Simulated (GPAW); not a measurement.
# Screening of a field by C/Pt(100), part 2 of 2

Wanted: the out-of-plane polarisability of C/Pt(100).

GPAW 26.7.0; GPAW, PAW setups; slab in vacuum, relaxation (the session's first sound run).

So far, dipole along the normal (e·Å): step 2 (relaxing the atoms) -0.0156; step 3 (the slab's potential) -0.0159; step 4 (field on) -0.0966; step 5 (In a field) -0.0562.

### Step 8. In a field

run.py reads:

```python
import json
import numpy as np
from ase import Atoms
from gpaw import GPAW, PW
from gpaw.external import ConstantElectricField

slab = Atoms(
    ['Pt', 'Pt', 'Pt', 'Pt', 'C'],
    positions=[
        [1.38593, 1.38593, 9.00000],
        [0.00000, 0.00000, 10.96000],
        [1.38593, 1.38593, 12.97897],
        [0.00000, 0.00000, 15.15653],
        [1.38593, 1.38593, 16.00771]],
    cell=[[2.77186, 0.0, 0.0], [0.0, 2.77186, 0.0], [0.0, 0.0, 24.68796]],
    pbc=[True, True, False])

slab.calc = GPAW(mode=PW(500), xc='PBE', kpts={'size': (11, 11, 1), 'gamma': True},
                 occupations={'name': 'fermi-dirac', 'width': 0.1}, nbands='160%',
                 convergence={'density': 1e-05}, maxiter=200,
                 poissonsolver={'dipolelayer': 'xy'},
                 external=ConstantElectricField(0.1, [0, 0, 1]),
                 symmetry={'tolerance': 1e-3}, txt='slab.txt')
result = {}
energy = slab.get_potential_energy()
fermi = slab.calc.get_fermi_level()
v = slab.calc.get_electrostatic_potential().mean((0, 1)) - fermi
n = slab.calc.get_pseudo_density().mean((0, 1))
L = slab.cell[2, 2]
z = np.arange(len(v)) * L / len(v)
low, high = slab.positions[:, 2].min(), slab.positions[:, 2].max()
below, above = np.interp([low - 6.8, high + 6.8], z, v)
slopes = [np.interp(x, z, np.gradient(v, z)) for x in (low - 6.8, high + 6.8)]
eps = np.array([[slab.calc.get_eigenvalues(k, s) for k in range(len(slab.calc.get_ibz_k_points()))]
                for s in range(slab.calc.get_number_of_spins())]) - fermi
top, bottom = eps[eps < 0].max(), eps[eps > 0].min()
dipole = slab.get_dipole_moment()[2]
print(f'energy {energy:.4f} eV, Fermi level {fermi:.4f} eV, dipole {dipole:.5f} e A')
print(f'potential 6.8 A off the faces, from the Fermi level: lower {below:.4f} eV, upper {above:.4f} eV')
print(f'slope of the potential there: lower {slopes[0]:.5f}, upper {slopes[1]:.5f} eV/A')
print(f'nearest levels on the mesh: {top:.4f} and {bottom:.4f} eV')
print('magnetic moment', round(slab.get_magnetic_moment(), 3))
result.update(energy=energy, fermi=fermi, dipole=dipole, below=below, above=above, slopes=slopes, edges=[top, bottom],
              z=z.tolist(), v=v.tolist(), n=n.tolist(), positions=slab.positions.tolist(),
              forces=slab.get_forces(apply_constraint=False).tolist(), moments=slab.get_magnetic_moments().tolist())
json.dump(result, open('result.json', 'w'))
```

The run is started by

```console
OMP_NUM_THREADS=1 OPENBLAS_NUM_THREADS=1 python run.py
```

Elapsed: 10 min, on 1 thread of Arm Neoverse V1, shared host; peak memory 0.55 GiB.

The electrostatic potential energy of an electron (without an applied field's), less the Fermi level, planar mean oscillates, so the rows of the table below give means over windows of 1 Å about each position, cut where the curve ends. Its maxima inside the range that stand out by 2 % of the span (Å: eV): 9.9: -2.31, 12.0: -2.00, 14.1: -1.21. Its minima: 9.0: -22.1, 11.0: -22.7, 13.0: -22.7, 15.2: -25.8.

The electrostatic potential energy of an electron (without an applied field's), less the Fermi level, planar mean by z; means over each step:

z (Å), electrostatic potential energy of an electron (without an applied field's), less the Fermi level, planar mean (eV) and a bar from the least value:
```
        0        6.1 ##############################
        1        6.2 ##############################
        2        6.2 ##############################
        3        6.2 ##############################
        4        6.2 ##############################
        5        6.2 ##############################
        6        6.1 ##############################
        7        5.8 ##############################
        8        0.6 ########################
        9      -17.3 ###
       10       -5.4 #################
       11      -18.0 ##
       12       -5.0 #################
       13      -18.0 ##
       14       -3.8 ###################
       15      -19.9 
       16      -13.4 #######
       17        3.6 ###########################
       18        5.5 #############################
       19        5.6 #############################
       20        5.6 #############################
       21        5.6 #############################
       22        5.6 #############################
       23        5.6 #############################
       24        5.6 #############################
```

The dipole is now 0.0245 e Å, against -0.016 in the run without a field.

### Step 9. In a field

run.py, as its differences from that of step 8:

```diff
@@ -21,3 +21,3 @@
                  poissonsolver={'dipolelayer': 'xy'},
-                 external=ConstantElectricField(0.1, [0, 0, 1]),
+                 external=ConstantElectricField(0.2, [0, 0, 1]),
                  symmetry={'tolerance': 1e-3}, txt='slab.txt')
```

It took 12 min on 1 thread; peak memory 0.55 GiB.

The dipole is now 0.0648 e Å, against -0.016 in the run without a field.

### Step 10. In a field

run.py, as its differences from that of step 9:

```diff
@@ -21,3 +21,3 @@
                  poissonsolver={'dipolelayer': 'xy'},
-                 external=ConstantElectricField(0.2, [0, 0, 1]),
+                 external=ConstantElectricField(0.3, [0, 0, 1]),
                  symmetry={'tolerance': 1e-3}, txt='slab.txt')
```

Elapsed: 11 min, on 1 thread; peak memory 0.55 GiB.

The dipole is now 0.105 e Å, against -0.016 in the run without a field.

### Step 11. The series

The members are put on one axis.

This step: induced dipole against applied field (GPAW 26.7.0).

Table of dipole along the normal by field:

```tsv
field (V/Å)	dipole along the normal (e·Å)
-0.200	-0.0966
-0.100	-0.0562
-0.050	-0.0361
0.000	-0.0159
0.050	0.00427
0.100	0.0245
0.200	0.0648
0.300	0.105
```

### Step 12. Outcome

- work function, upper and lower face: 6.050 and 5.675 eV
- dipole along the normal: -0.0159 e Å
- induced dipole per field: 0.404 e Å per V/Å
- out-of-plane polarisability per area, α/(ε0 A): 9.51 Å

In words: The field induces 0.404 e Å per V/Å, a polarisable thickness α/(ε0 A) of 9.51 Å beside 7.01 Å between the outermost nuclei. A perfect conductor would give the distance between its two image planes; a dielectric of thickness t gives t(1 - 1/ε). The two faces differ by 0.37 eV, the step that the slab's dipole makes (e p/(ε0 A) gives 0.37 eV), so the dipole layer is needed. The induced dipole is linear in the field over this range. The cell of 7.68 Å² holds one C, started on one chosen site; other sites and coverages weren't tried. The in-plane lattice was kept as typed, which isn't the functional's own and leaves some strain; spin-orbit coupling and temperature are left out.

[Logs are printed without paths, hosts, clocks, repeated set-up lines and the standing remarks that a program may print on its own settings, such as how far it seeks lower states.]

[Hosts, paths, dates, database ids (printed as entryN), source tags and the programs' standing remarks are cut or masked in the printed files.]
